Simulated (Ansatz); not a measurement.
# 1T-MnSeTe monolayer in a perpendicular field, part 2 of 3

What dipole does a perpendicular field induce in the 1T-MnSeTe monolayer? A positive field points along +c.

Ansatz 0.2.0; plane-wave DFT, LDA+U, Ansatz PAW (set soft_1); PAW set soft_1 (the session's first sound run).

So far. Step 2 (Relaxing the slab): The lattice constant a goes from 3.637 to 3.547 Å.

## (3) Single point, field 0

A sawtooth potential applies the field, turning back in the middle of the vacuum. With the dipole correction the typed value is the field outside the slab. The induced dipole is small, so the SCF threshold is tight.

The cell differs from the one that the last finished run ended in (c 36.820 → 21.028 Å).

File input.yaml:

```yaml
crystal:
  lattice:
    - [3.5474661353, 0.0, 0.0]
    - [-1.7737330676, 3.0721957922, 0.0]
    - [0.0, 0.0, 21.0275921017]
  atoms:
    - { symbol: Te, position: [0.6666666667, 0.3333333333, 0.4280090634], spin: -0.15 }
    - { symbol: Mn, position: [0.0, 0.0, 0.5085758292], spin: 3.26 }
    - { symbol: Se, position: [0.3333333333, 0.6666666667, 0.5719909366], spin: -0.1 }
magnetization:
  spin_polarized: true
kpoints:
  mp_grid: { grid: [18, 18, 1] }
  band_path:
    path: [[0, 0, 0], [0.5, 0, 0], [0.33333333, 0.33333333, 0], [0, 0, 0]]
    npoints: 16
hamiltonian:
  xc: lda
  hubbard: { sites: [{ species: Mn, l: d, u_eff: 2.0 }] }
  pseudopotentials: { kind: paw, azcp: { folder: soft_1 }, xc_functional: pbe }
scf:
  occupations: { method: fermi_dirac, width: 0.05 }
  convergence: { dr2_threshold: 1.0e-10 }
efield:
  axis: 3
  dipole_correction: true
  ramp_position: 0.97
  ramp_width: 0.06
  amplitude: 0
output:
  dos: { projected: true, e_range: [-6, 5] }
  bader: true
  write_potential: true
  write_density: true
  volumetric_format: npy
  elf: true
```

Command:

```bash
> ansatz run input.yaml --threads 4 --pin off --max-ram 6144MiB --backend cpu --events-out ev --progress --plain --runs-dir out
```

Numbers of over 12 decimals in the logs are rounded to 6 here.

The log of the run:

```text
[...]
Crystal: 3 atoms, lattice volume = 229.169 Å³
Basis set: ecut = 420 eV, 4445 PW (Γ)
Bands: 31, of which v1, the nominal top of the filled ones, is band 24 counted from 1 (23 counted from 0)
Symmetry: 6 space group operations
k-points: 37 of 324 (time reversal used)
[...]
Starting moments: Σ|m| = 3.51 μB on 3 of 3 sites
[...]
SCF iter   1: F=—  HF=-16051.220638 eV  |F-HF|=—  |Δ(HF+E_count)|=         —  Δρ=1.77e-2 (↑1.77e-2 ↓1.65e-2)  dr2=6.15e0  dr2_m=1.10e-1  M=2.874 μB ∫|m|=3.490 μB  β_m=0.30  ethr=3.10e-3  p=-0.000 e·Å  D=-3.53e-7 V/Å  ΔV_dip=0.00 eV  dr2_dipole=4.16e-1  V_vac-E_F(+/−)=6.62/6.62 eV  ⟨swp⟩=11.9  Hψ=13416  notcnv=0
efield: sawtooth ramp at fractional position 0.9700 (set: `efield.ramp_position`, or a place that a band, a saddle search or an elastic batch's reference lends), width 0.0600; the density the first Hamiltonian is built on has a dipole p = -0.000 e·Å; the dipole correction subtracts the counter field D = -3.53e-7 V/Å, which shifts the + side's vacuum level by +0.00 eV against the − side's; the planar-averaged density in the ramp window peaks in size at 7.2e-6 e/Å³
[...]
SCF iter   2: F=—  HF=-16051.090200 eV  |F-HF|=—  |Δ(HF+E_count)|=   1.30e-1  Δρ=1.37e-2 (↑9.15e-3 ↓1.37e-2)  dr2=1.19e0  dr2_m=1.18e-1  M=3.119 μB ∫|m|=3.753 μB  β_m=1.00  ethr=3.10e-3  p=-0.000 e·Å  D=-3.52e-7 V/Å  ΔV_dip=0.00 eV  dr2_dipole=1.15e-1  V_vac-E_F(+/−)=6.13/6.13 eV  ⟨swp⟩=2.9  Hψ=3790  notcnv=0  defer=75  κ⁻¹=1.0e0(r=1)
[...]
SCF iter   8: F=—  HF=-16051.026991 eV  |F-HF|=—  |Δ(HF+E_count)|=   6.58e-3  Δρ=3.17e-4 (↑3.17e-4 ↓2.72e-4)  dr2=9.80e-4  dr2_m=4.40e-6  M=3.149 μB ∫|m|=3.912 μB  β_m=1.20  ethr=9.86e-7  p=-0.041 e·Å  D=-3.20e-2 V/Å  ΔV_dip=0.67 eV  dr2_dipole=8.30e-5  V_vac-E_F(+/−)=5.45/4.78 eV  ⟨swp⟩=2.0  Hψ=3374  notcnv=0  defer=83  κ⁻¹=1.0e0(r=1)
density mixer auto → broyden: no gap read (density of states about μ 0.73 of a free-electron gas's, 32 screened modes)
SCF iter   9: F=—  HF=-16051.029574 eV  |F-HF|=—  |Δ(HF+E_count)|=   2.58e-3  Δρ=1.99e-4 (↑1.74e-4 ↓1.99e-4)  dr2=1.10e-3  dr2_m=4.18e-6  M=3.150 μB ∫|m|=3.915 μB  β_m=1.20  ethr=9.86e-7  p=-0.038 e·Å  D=-2.97e-2 V/Å  ΔV_dip=0.62 eV  dr2_dipole=2.22e-4  V_vac-E_F(+/−)=5.41/4.79 eV  ⟨swp⟩=2.0  Hψ=3429  notcnv=0  defer=82  κ⁻¹=6.8e-2(r=2)
[...]
SCF iter  21: F=-16051.034523 eV  HF=-16051.034523 eV  |F-HF|=3.27e-11  |Δ(HF+E_count)|=   3.40e-8  Δρ=2.47e-8 (↑2.47e-8 ↓2.44e-8)  dr2=5.89e-12  dr2_m=3.11e-13  M=3.152 μB ∫|m|=3.914 μB  ethr=1.00e-12  p=-0.040 e·Å  D=-3.15e-2 V/Å  ΔV_dip=0.66 eV  dr2_dipole=6.17e-13  V_vac-E_F(+/−)=5.43/4.77 eV  ⟨swp⟩=2.4  Hψ=5752  notcnv=0
SCF 1 converged in 21 iterations: F = -16051.034523 eV  dr2 = 5.89e-12
[...]
this state was not tested for a lower state beside it, because the mixer in use, unlike msr1, does not test its closes by its own steps (another_mixer; see scf.mixing.algorithm and scf.lower_state_search)
NSCF: frozen V_eff on 49 k-points
efield: sawtooth ramp at fractional position 0.9700 (kept from the solve that this one continues, or follows in the run), width 0.0600; the density the first Hamiltonian is built on has a dipole p = -0.040 e·Å; the dipole correction subtracts the counter field D = -3.15e-2 V/Å, which shifts the + side's vacuum level by +0.66 eV against the − side's; the planar-averaged density in the ramp window peaks in size at 7.3e-6 e/Å³
SCF converged after 21 iterations
Magnetization: 3.1522 μB (25.0761 up, 21.9239 down)
Absolute magnetization: 3.9135 μB (∫|ρ↑−ρ↓|, with the PAW one-centre terms)
[...]
Per-site moments (μB) at R_I (Å): [(-0.143774, 1.096420), (3.271548, 1.008136), (-0.097862, 1.008136)]
Free energy (F): -16051.034523 eV
[...]
Internal energy: -16051.026011 eV  (E = F + TS)
E sigma→0 (E₀):  -16051.030267 eV
Entropy (-TS):   -0.008513 eV (-2.838 meV/atom)
Fermi energy:    -0.530458 eV
Dipole field:    D = -0.031468 V/Å  (p = -0.039853 e·Å, saw-weighted, corrected)
Work function:   Φ+ = 5.4330 eV   Φ− = 4.7713 eV
Levels:          The Fermi level and band energies are counted from a zero that moves with the ramp; work functions are not
[...]
--- Band table (eV; the first three rows and the last of 74) ---
  k-point 0 ↑: bands = [... 20 lower, -4.1609, -3.5727, -1.8611, 0.1442, 0.1442, 1.6984, 1.6984, 3.3660, ... 3 higher]
  k-point 1 ↑: bands = [... 20 lower, -4.1755, -3.5591, -1.8214, -0.0839, 0.0896, 1.3876, 1.6405, 3.4467, ... 3 higher]
  k-point 2 ↑: bands = [... 20 lower, -4.2157, -3.5389, -1.7253, -0.6271, -0.0725, 0.6927, 1.4977, 3.6398, ... 3 higher]
  k-point 36 ↓: bands = [... 20 lower, -2.7555, -2.7166, 0.7723, 0.8940, 0.9603, 1.4085, 1.9428, 4.4989, ... 3 higher]
Occupation matrices written to <dir>
--- Bader charges: 3 sites ---
  site symbol  charge [e]  shift [e]    m [muB]
     0     Te     -0.2764     0.0015    -0.2227
     1     Mn      0.7990     0.0041     3.4623
     2     Se     -0.5225     0.0026    -0.0875
  estimated error of the sums over rays = 7.2e-4 e
```

Elapsed: 45 s, on 4 threads of Arm Neoverse V1, shared host; peak memory 0.95 GiB; 2.9 min of CPU time.

Reading the cycles: dr2 is the Hartree energy of the density residual (eV), the measure of convergence; HF is the Harris–Foulkes estimate of the energy, which meets the free energy F at convergence.

Numbers from this step:

```yaml
energy_at_zero_smearing: -16051.0303 eV
total_moment: 3.152 μB
site_moments: -0.1438, 3.272, -0.09786 μB
work_function_upper_face: 5.433 eV
work_function_lower_face: 4.771 eV
dipole_along_the_normal: -0.03985 e·Å
step_between_the_vacuum_levels: 0.6617 eV
```

Running mean over a fixed 2.8 Å (it still follows the layers) of the planar mean; the ramp of the sawtooth is left out. Electron's electrostatic potential energy less the Fermi level against z:

```
z (Å)  electron's electrostatic potential energy less the Fermi level (eV)
 2.92                                                                 4.77
 3.36                                                                 4.77
 3.80                                                                 4.77
 4.09                                                                 4.77
 4.53                                                                 4.77
 4.96                                                                 4.77
 5.40                                                                 4.75
 5.84                                                                 4.71
 6.13                                                                 4.64
 6.57                                                                 4.31
 7.01                                                                 3.21
 7.45                                                                 1.39
 7.89                                                               -0.405
 8.32                                                                -2.30
 8.62                                                                -3.31
 9.05                                                                -5.10
 9.49                                                                -7.16
 9.93                                                                -7.92
10.37                                                                -7.71
10.66                                                                -7.31
11.10                                                                -6.50
11.54                                                                -5.72
11.97                                                                -3.70
12.41                                                                -1.14
12.70                                                                0.324
13.14                                                                 2.03
13.58                                                                 3.31
14.02                                                                 4.49
14.46                                                                 5.17
14.89                                                                 5.36
15.19                                                                 5.40
15.62                                                                 5.42
16.06                                                                 5.43
16.50                                                                 5.43
16.94                                                                 5.43
17.23                                                                 5.43
17.67                                                                 5.43
18.11                                                                 5.43
```

The density of states has structure finer than the step of the table below, so its rows give means over 0.25 eV, whole bins alone (the curve runs from -6 to 1.99 eV). Peaks (eV: height): total -4.920: 6.65, -4.460: 11.5, -4.180: 8.76, -3.160: 10.1, -3.110: 9.43, 1.470: 7.17, 1.660: 9.67; up -4.920: 5.80, -4.460: 6.36, -4.180: 7.87, -3.790: 5.84, -3.160: 8.04, -3.110: 7.90, -3.020: 4.63; down -4.460: 5.17, -3.220: 2.58, -2.280: 3.54, -2.200: 3.91, 0.950: 3.27, 1.470: 6.59, 1.660: 9.30.

The density of states by energy, zero at the Fermi level; means over each step; values in states/eV a cell:

```
energy (eV)  total     up   down
      -5.75  0.779  0.649  0.130
      -5.50   1.57   1.14  0.435
      -5.25   2.31   1.83  0.480
      -5.00   2.81   2.16  0.650
      -4.75   2.70   1.62   1.08
      -4.50   5.11   2.81   2.30
      -4.25   4.44   3.02   1.42
      -4.00   1.82   1.25  0.566
      -3.75   3.97   3.43  0.535
      -3.50   1.82   1.38  0.441
      -3.25   3.94   2.55   1.38
      -3.00   4.26   2.86   1.40
      -2.75   1.94  0.432   1.51
      -2.50   2.40  0.477   1.92
      -2.25   4.19   1.59   2.61
      -2.00   2.70   1.34   1.36
      -1.75   2.30   1.12   1.18
      -1.50   2.51   1.16   1.35
      -1.25   2.93   1.36   1.57
      -1.00   1.23  0.641  0.588
      -0.75   1.03  0.685  0.347
      -0.50  0.778  0.509  0.269
      -0.25   1.09  0.875  0.212
       0.00  0.938  0.773  0.165
       0.25   1.39   1.27  0.127
       0.50   1.68   1.10  0.583
       0.75   2.98   1.79   1.19
       1.00   2.83  0.974   1.86
       1.25   1.73  0.856  0.878
       1.50   4.89  0.565   4.32
       1.75   3.37  0.327   3.05
```

Projected DOS per atom over height of the atomic layer and energy from the Fermi level. Layers: Te Mn Se from below.

Ten even steps from '_' (0.18 states/eV) to '@' (3.30 states/eV), each cell a mean:
```
__++__
..@@__
..--__
..==..
__....
______
______
______
::__..
--__::
::....
--::==
....::
::==::
::++::
__**__
..==..
::**==
::--::
::::..
....__
______
```
Columns: height of the atomic layer (Å) from 9 to 12.0 (not evenly spaced); rows upwards: energy from the Fermi level (eV) from -5.96 to 1.96.

Projected DOS per atom, spin up over height of the atomic layer and energy from the Fermi level. Layers: Te Mn Se from below.

Values in states/eV, 22 rows by 3 columns, each cell a mean:
```
0.20 0.04 0.05
0.37 0.11 0.17
0.42 0.18 0.25
0.64 0.40 0.53
0.43 0.29 0.52
0.27 0.21 0.36
0.20 0.15 0.32
0.25 0.09 0.31
0.38 0.11 0.45
0.46 0.18 0.50
0.41 0.28 0.43
0.54 0.38 0.58
0.17 0.22 0.15
0.41 1.17 0.21
0.49 1.58 0.32
0.24 2.18 0.21
0.22 1.44 0.39
0.25 2.04 0.55
0.39 1.07 0.36
0.53 0.92 0.56
0.28 0.56 0.35
0.18 0.24 0.16
```
Columns: height of the atomic layer (Å) from 9 to 12.0 (not evenly spaced); rows upwards: energy from the Fermi level (eV) from -5.96 to 1.96.

Projected DOS per atom, spin down over height of the atomic layer and energy from the Fermi level. Layers: Te Mn Se from below.

Ten even steps from '0' (0.01 states/eV) to '9' (3.20 states/eV), each cell a mean:
```
050
190
030
030
000
000
000
000
100
201
101
212
112
102
101
000
000
202
101
000
000
000
```
Columns: height of the atomic layer (Å) from 9 to 12.0 (not evenly spaced); rows upwards: energy from the Fermi level (eV) from -5.96 to 1.96.

Deep bands are left out, so band numbers here count from the lowest band kept and differ from the log's. Electronic bands along the path, in eV, zero at the Fermi level; # counts the bands kept:

```
  point  up #8  up #9  up #10  up #11  down #5  down #6  down #7  down #8
      Γ   0.67   0.67    2.23    2.23     0.65     0.65     0.96     0.96
halfway  -1.17  -0.31    0.05    1.64    -1.25    -0.67     0.70     1.55
      M  -2.14  -1.42    0.74    1.37    -2.24    -1.23     0.44     1.46
halfway  -2.27  -1.82    0.14    0.78    -2.26    -2.12     0.97     1.47
      K  -2.34  -2.25   -0.21    0.64    -2.23    -2.19     1.30     1.42
halfway  -1.75  -0.72    0.30    0.78    -1.57    -1.22     1.00     1.42
      Γ   0.67   0.67    2.23    2.23     0.65     0.65     0.96     0.96
```

Spin density in the ca plane at fractional y = 0.000, with atoms of Mn within 0.2 Å of it.

Values in e/Å³, 5 rows by 16 columns, each cell a mean:
```
0.0 0.0 0.0 0.0 0.0 0.0 0.0 0.0 0.8 1.3 0.0 0.0 0.0 0.0 0.0 0.0
0.0 0.0 0.0 0.0 0.0 0.0 0.0 0.0 0.0 0.1 0.0 0.0 0.0 0.0 0.0 0.0
0.0 0.0 0.0 0.0 0.0 0.0 0.0 0.0 0.0 0.0 0.0 0.0 0.0 0.0 0.0 0.0
0.0 0.0 0.0 0.0 0.0 0.0 0.0 0.0 0.1 0.1 0.0 0.0 0.0 0.0 0.0 0.0
0.0 0.0 0.0 0.0 0.0 0.0 0.0 0.0 1.4 2.1 0.0 0.0 0.0 0.0 0.0 0.0
```
Columns run along c (16.0 Å, from fractional 0.09 to 0.85 of the cell), rows up along a (3.5 Å). Atoms in or near the plane, at fractional coordinates: Mn at (0.51, 0.00).

Valence density in the ca plane at fractional y = 0.000, with atoms of Mn within 0.2 Å of it. It is the smooth field of the valence electrons, not physical close to the nuclei.

Ten steps, logarithmic in the rise over the least value, from '0' (0 e/Å³) to '9' (23 e/Å³), each cell a mean:
```
00000000000000001126985210000000000000000000
00000000000000011113543110000000000000000000
00000000000000111111111111000000000000000000
00000000000001122211111221100000000000000000
00000000000001122211111222100000000000000000
00000000000000122211111111100000000000000000
00000000000000111112222111000000000000000000
00000000000000001125774110000000000000000000
00000000000000000137996210000000000000000000
```
Columns run along c (16.0 Å, from fractional 0.16 to 0.92 of the cell), rows up along a (3.5 Å). Atoms in or near the plane, at fractional coordinates: Mn at (0.51, 0.00).

ELF in the ca plane at fractional y = 0.000, with atoms of Mn within 0.2 Å of it. It is the smooth field of the valence electrons, not physical close to the nuclei.

Ten even steps from '0' (0.00) to '9' (0.74), each cell a mean:
```
00000000000000000012222688522110000000000000
00000000000000001245553344334431000000000000
00000000000000124677776322478875310000000000
00000000000000257987777423689998531000000000
00000000000001258987677534799998631000000000
00000000000000136887777423589987420000000000
00000000000000013466774222256653100000000000
00000000000000000123432476422210000000000000
00000000000000000001212699621100000000000000
```
Columns run along c (16.0 Å, from fractional 0.09 to 0.85 of the cell), rows up along a (3.5 Å). Atoms in or near the plane, at fractional coordinates: Mn at (0.51, 0.00).

The work function of the upper face is 5.43 eV.

## (4) Single point, field 0.05 V/Å

input.yaml: that of step 3 with these lines changed.

```diff
@@ -28,6 +28,4 @@
   ramp_width: 0.06
-  amplitude: 0
+  amplitude: 0.05
 output:
-  dos: { projected: true, e_range: [-6, 5] }
-  bader: true
   write_potential: true
@@ -35,2 +33 @@
   volumetric_format: npy
-  elf: true
```

The log of the run:

```text
[...]
Crystal: 3 atoms, lattice volume = 229.169 Å³
Basis set: ecut = 420 eV, 4445 PW (Γ)
Bands: 31, of which v1, the nominal top of the filled ones, is band 24 counted from 1 (23 counted from 0)
Symmetry: 6 space group operations
k-points: 37 of 324 (time reversal used)
[...]
Starting moments: Σ|m| = 3.51 μB on 3 of 3 sites
[...]
k-point 1 ↑: bands = [... 20 lower, -4.1800, -3.5673, -1.8226, -0.0870, 0.0863, 1.3815, 1.6345, 3.3716, ... 3 higher]
  k-point 2 ↑: bands = [... 20 lower, -4.2203, -3.5463, -1.7278, -0.6300, -0.0759, 0.6869, 1.4918, 3.5570, ... 3 higher]
  k-point 36 ↓: bands = [... 20 lower, -2.7640, -2.7174, 0.7674, 0.8877, 0.9547, 1.4044, 1.9391, 4.4863, ... 3 higher]
Occupation matrices written to <dir>
[key lines of the parts left out:]
SCF converged after 21 iterations
Magnetization: 3.1521 μB (25.0760 up, 21.9240 down)
Free energy (F): -16051.032950 eV
Fermi energy:    -0.534770 eV
Dipole field:    D = -0.018220 V/Å  (p = -0.023076 e·Å, saw-weighted, corrected)
```

Wall time 40 s (4 threads); peak memory 0.95 GiB; 2.5 min of CPU time.

The dipole is -0.0231 e·Å, 0.0168 e·Å from its value without field.

## (5) Single point, field -0.05 V/Å

input.yaml: that of step 4 with these lines changed.

```diff
@@ -28,3 +28,3 @@
   ramp_width: 0.06
-  amplitude: 0.05
+  amplitude: -0.05
 output:
```

The log of the run:

```text
[...]
Crystal: 3 atoms, lattice volume = 229.169 Å³
Basis set: ecut = 420 eV, 4445 PW (Γ)
Bands: 31, of which v1, the nominal top of the filled ones, is band 24 counted from 1 (23 counted from 0)
Symmetry: 6 space group operations
k-points: 37 of 324 (time reversal used)
[...]
Starting moments: Σ|m| = 3.51 μB on 3 of 3 sites
[...]
k-point 1 ↑: bands = [... 20 lower, -4.1712, -3.5513, -1.8205, -0.0811, 0.0926, 1.3933, 1.6463, 3.5101, ... 3 higher]
  k-point 2 ↑: bands = [... 20 lower, -4.2114, -3.5318, -1.7231, -0.6246, -0.0693, 0.6981, 1.5034, 3.7116, ... 3 higher]
  k-point 36 ↓: bands = [... 20 lower, -2.7472, -2.7160, 0.7769, 0.9000, 0.9655, 1.4124, 1.9462, 4.5112, ... 3 higher]
Occupation matrices written to <dir>
[key lines of the parts left out:]
SCF converged after 21 iterations
Magnetization: 3.1523 μB (25.0761 up, 21.9239 down)
Free energy (F): -16051.036935 eV
Fermi energy:    -0.526423 eV
Dipole field:    D = -0.044710 V/Å  (p = -0.056624 e·Å, saw-weighted, corrected)
```

Run time: 39 s. Hardware: 4 threads; peak memory 0.96 GiB; 2.5 min of CPU time.

The dipole is -0.0566 e·Å, -0.0168 e·Å from its value without field.

## (6) Atoms held, field 0.1 V/Å

input.yaml: that of step 5 with these lines changed.

```diff
@@ -26,5 +26,5 @@
   dipole_correction: true
-  ramp_position: 0.97
-  ramp_width: 0.06
-  amplitude: -0.05
+  ramp_position: 0.9477
+  ramp_width: 0.0961
+  amplitude: 0.1
 output:
```

The log of the run:

```text
[...]
Crystal: 3 atoms, lattice volume = 229.169 Å³
Basis set: ecut = 420 eV, 4445 PW (Γ)
Bands: 31, of which v1, the nominal top of the filled ones, is band 24 counted from 1 (23 counted from 0)
Symmetry: 6 space group operations
k-points: 37 of 324 (time reversal used)
[...]
Starting moments: Σ|m| = 3.51 μB on 3 of 3 sites
[...]
k-point 1 ↑: bands = [... 20 lower, -4.1755, -3.5664, -1.8147, -0.0811, 0.0921, 1.3846, 1.6375, 3.2952, ... 3 higher]
  k-point 2 ↑: bands = [... 20 lower, -4.2157, -3.5446, -1.7212, -0.6237, -0.0703, 0.6903, 1.4950, 3.4736, ... 3 higher]
  k-point 36 ↓: bands = [... 20 lower, -2.7633, -2.7091, 0.7716, 0.8905, 0.9583, 1.4094, 1.9445, 4.4825, ... 3 higher]
Occupation matrices written to <dir>
[key lines of the parts left out:]
SCF converged after 21 iterations
Magnetization: 3.1520 μB (25.0760 up, 21.9240 down)
Free energy (F): -16051.032216 eV
Fermi energy:    -0.529980 eV
Dipole field:    D = -0.004967 V/Å  (p = -0.006290 e·Å, saw-weighted, corrected)
```

Elapsed: 39 s, on 4 threads; peak memory 0.95 GiB.

The dipole is -0.00629 e·Å, 0.0336 e·Å from its value without field.

(Part 2 of 3 ends here.)

[Logs are printed without paths, hosts, clocks, repeated set-up lines and the standing remarks that a program may print on its own settings, such as how far it seeks lower states.]

[Hosts, paths, dates, database ids (printed as entryN), source tags and the programs' standing remarks are cut or masked in the printed files.]

[Maps of the electrostatic potential energy from Ansatz leave out the sawtooth potential of an applied field or a dipole correction, so their vacuum need not be flat; planar profiles and work functions include it.]
